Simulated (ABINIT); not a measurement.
# KI (Fm-3m): G0W0 with and without spin-orbit coupling, part 2 of 2

Wanted: the effect of spin-orbit coupling on the quasiparticle gap of KI (Fm-3m).

ABINIT 10.8.3; PBE and many-body steps on it, plane waves. Known limits of the many-body steps: not at the basis limit; screening head approximate; no spin-orbit coupling in some runs; coarse k mesh.

So far. Step 4 (Scalar-relativistic): The gap on the mesh goes from 3.96 eV to 5.67 eV, a correction of +1.71 eV. Step 5 (Empty states on the mesh, 2×2×2 mesh, 112 bands): On this mesh the gap is 3.641 eV.

### Step 7. With spin-orbit coupling

This step: G0W0 on PBE with spin-orbit coupling, plane waves, norm-conserving pseudopotentials.

run.abi reads:

```
acell 3*1.0 Angstrom
rprim 
  0.000000000000 3.532775000000 3.532775000000
  3.532775000000 0.000000000000 3.532775000000
  3.532775000000 3.532775000000 -0.000000000000
ntypat 2
znucl 19 53
natom 2
typat 1 2
xred 
  0.000000000000 0.000000000000 0.000000000000
  0.500000000000 0.500000000000 0.500000000000
pp_dirpath "pseudos"
pseudos "K.upf, I.upf"
ecut 33
nspinor 2
ngkpt 2 2 2
nshiftk 1
shiftk 0 0 0
kptopt 1
chksymbreak 0
istwfk *1
occopt 1
irdwfk 1
optdriver 4
nband 102
gwcalctyp 0
ecutsigx 33
symsigma 0
nkptgw 1
kptgw 
  0.0000000000 0.0000000000 0.0000000000
bdgw 
  13 22
ecuteps 3.6
irdscr 1
ppmodel 1
indata_prefix "in"
outdata_prefix "out"
tmpdata_prefix "tmp"
```

Run with:

```console
OMP_NUM_THREADS=1 mpirun -n 4 abinit run.abi > log
```

Numbers of over 12 decimals in the logs are rounded to 6 here.

What it wrote:

```text
.Version 10.8.3 of ABINIT. v10.8.2 released Aug 2026.

 Symmetries : space group Fm -3 m (#225); Bravais cF (face-center cubic)
[... echo of the input left out ...]
== DATASET  1 ==================================================================
-   mpi_nproc: 4, omp_nthreads: 1 (-1 if OMP is not activated)

--- !DatasetInfo
iteration_state: {dtset: 1, }
dimensions: {natom: 2, nkpt: 3, mband: 102, nsppol: 1, nspinor: 2, nspden: 1, mpw: 5434, }
cutoff_energies: {ecut:  33.0, pawecutdg:  -1.0, }
electrons: {nelect:   1.60000000E+01, charge:   0.00000000E+00, occopt:   1.00000000E+00, tsmear:   1.00000000E-02, }

 SIGMA: Calculation of the GW corrections

 Based on a program developped by R.W. Godby, V. Olevano, G. Onida, and L. Reining.
 Incorporated in ABINIT by V. Olevano, G.-M. Rignanese, and M. Torrent.
.Using double precision arithmetic ; gwpc =  8

[... cell and pseudopotentials left out ...]
--------------------------------------------------------------------------------

 ==== K-mesh for the wavefunctions ====
 Number of points in the irreducible wedge :     3
[... list of points left out ...]
 Together with 48 symmetry operations and time-reversal symmetry
 yields     8 points in the full Brillouin Zone.

 ==== Q-mesh for screening function ====
 Number of points in the irreducible wedge :     3
[... list of points left out ...]
 Together with 48 symmetry operations and time-reversal symmetry
 yields     8 points in the full Brillouin Zone.

 vcoul_init : cutoff-mode = AUXILIARY_FUNCTION
 q-points for optical limit:   1
     1)      0.000010    0.000020    0.000030
 setmesh: FFT mesh size selected  =    50x   50x   50
          total number of points  =       125000

 Number of electrons calculated from density =   16.0000; Expected =   16.0000
[...]
number of symmetry operations                      48
 number of k-points in BZ                            8
 number of q-points in BZ                            8
 number of frequencies for dSigma/dE                 9
 frequency step for dSigma/dE [eV]                0.25
 number of omega for Sigma on real axis              0
 max omega for Sigma on real axis  [eV]           0.00
 zcut for avoiding poles [eV]                     0.10

 EPSILON^-1 parameters (SCR file):
 dimension of the eps^-1 matrix on file            181
 dimension of the eps^-1 matrix used               181
 number of plane-waves for wavefunctions          5329
 number of bands                                   102
 number of q-points in IBZ                           3
 number of frequencies                               2
 number of real frequencies                          1
 number of imag frequencies                          1

 matrix elements of self-energy operator (all in [eV])

 Perturbative Calculation

--- !SelfEnergy_ee
iteration_state: {dtset: 1, }
kpoint     : [   0.000,    0.000,    0.000, ]
spin       : 1
KS_gap     :    3.641
QP_gap     :    5.322
Delta_QP_KS:    1.681
data: !SigmaeeData |
     Band     E0 <VxcDFT>   SigX SigC(E0)      Z dSigC/dE  Sig(E)    E-E0       E
       13   0.443 -11.112 -13.733   1.672   0.821  -0.217 -11.891  -0.780  -0.337
       14   0.443 -11.112 -13.734   1.672   0.821  -0.217 -11.892  -0.780  -0.337
       15   0.443 -11.112 -13.744   1.675   0.821  -0.217 -11.898  -0.786  -0.343
[...]
21   6.618  -7.723  -3.350  -2.627   0.848  -0.179  -6.241   1.481   8.099
       22   6.618  -7.723  -3.348  -2.628   0.848  -0.179  -6.241   1.482   8.100

== END DATASET(S) ==============================================================
================================================================================

 -outvars: echo values of variables after computation  --------
           etotal      0.0000000000E+00
            nband         102
             nkpt           3
          spgroup         225
 [... the other variables as echoed above ...]

 Calculation completed.
```

Wall time 14 s (4 MPI ranks of Arm Neoverse V1, shared host); peak memory 1.1 GiB.

This step gave:

```
G0W0 gap on the points computed              : 5.323 eV
starting gap on the mesh                     : 3.641 eV
k of the valence top                         : 0, 0, 0
k of the conduction bottom                   : 0, 0, 0
Z at the valence top                         : 0.821
Z at the conduction bottom                   : 0.853
least direct G0W0 gap on the computed points : 5.323 eV
```

Against G0W0 in ABINIT (2×2×2 mesh, 51 bands, screening to 98 eV, Godby-Needs plasmon pole), the gap moves by −0.347 eV.

### Step 8. The runs together

Times are wall times on 4 MPI ranks of Arm Neoverse V1, shared host, good to a factor of about two. A run's time includes the screening step that it read.

| run | mesh | bands | screening cutoff (eV) | DFT gap (eV) | gap on the mesh (eV) | direct (eV) | ε∞ used | time |
| --- | --- | --- | --- | --- | --- | --- | --- | --- |
| scalar-relativistic | 2×2×2 | 51 | 98 | 3.962 | 5.670 | 5.670 | 2.97 | 6.5 s |
| with spin-orbit coupling | 2×2×2 | 102 | 98 | 3.641 | 5.323 | 5.323 | 3.02 | 24 s |

### Step 9. Summary of results

- scalar-relativistic: 5.670 eV
- with spin-orbit coupling: 5.323 eV
- known limits: not at the basis limit; screening head approximate; no spin-orbit coupling in some runs; coarse k mesh

**Reading.** With spin-orbit coupling: −0.347 eV against scalar-relativistic, −0.321 eV of it in the start. Bands and cutoff are finite, so the gap is not at the basis limit. The miss can reach some tenths of an eV and take either sign; the mesh is an error of its own. In the first G0W0 run levels were corrected at 1 k point alone, so a gap called «on the mesh» is the least over those, and an edge elsewhere would be missed. The 2×2×2 mesh is coarse for this cell, which bears on the long-range parts of exchange and screening. The long-wavelength limit of the screening leaves out the non-local commutator, which shifts ε∞.

[Paths, hosts, dates, memory and timing lines, banners, echoed tables and standing remarks are left out of the program output.]

[Logs are printed without paths, hosts, clocks, repeated set-up lines and the standing remarks that a program may print on its own settings, such as how far it seeks lower states.]

[Runs of the session that timed out or met a known fault of the program may be left out.]

[No measured gap is set beside runs whose start may be inverted or whose files or cutoffs have a known fault.]

[Hosts, paths, dates, database ids (printed as entryN), source tags and the programs' standing remarks are cut or masked in the printed files.]

[G0W0 gaps are taken among the corrected bands and points alone; a level outside them can change the order at an edge.]

[Where Ansatz stands beside ABINIT at settings called matched, ABINIT's density can come from a denser mesh and the files from another edition; pairs whose starting gaps differed by over 0.03 eV were left out, so agreement reads better than it is.]
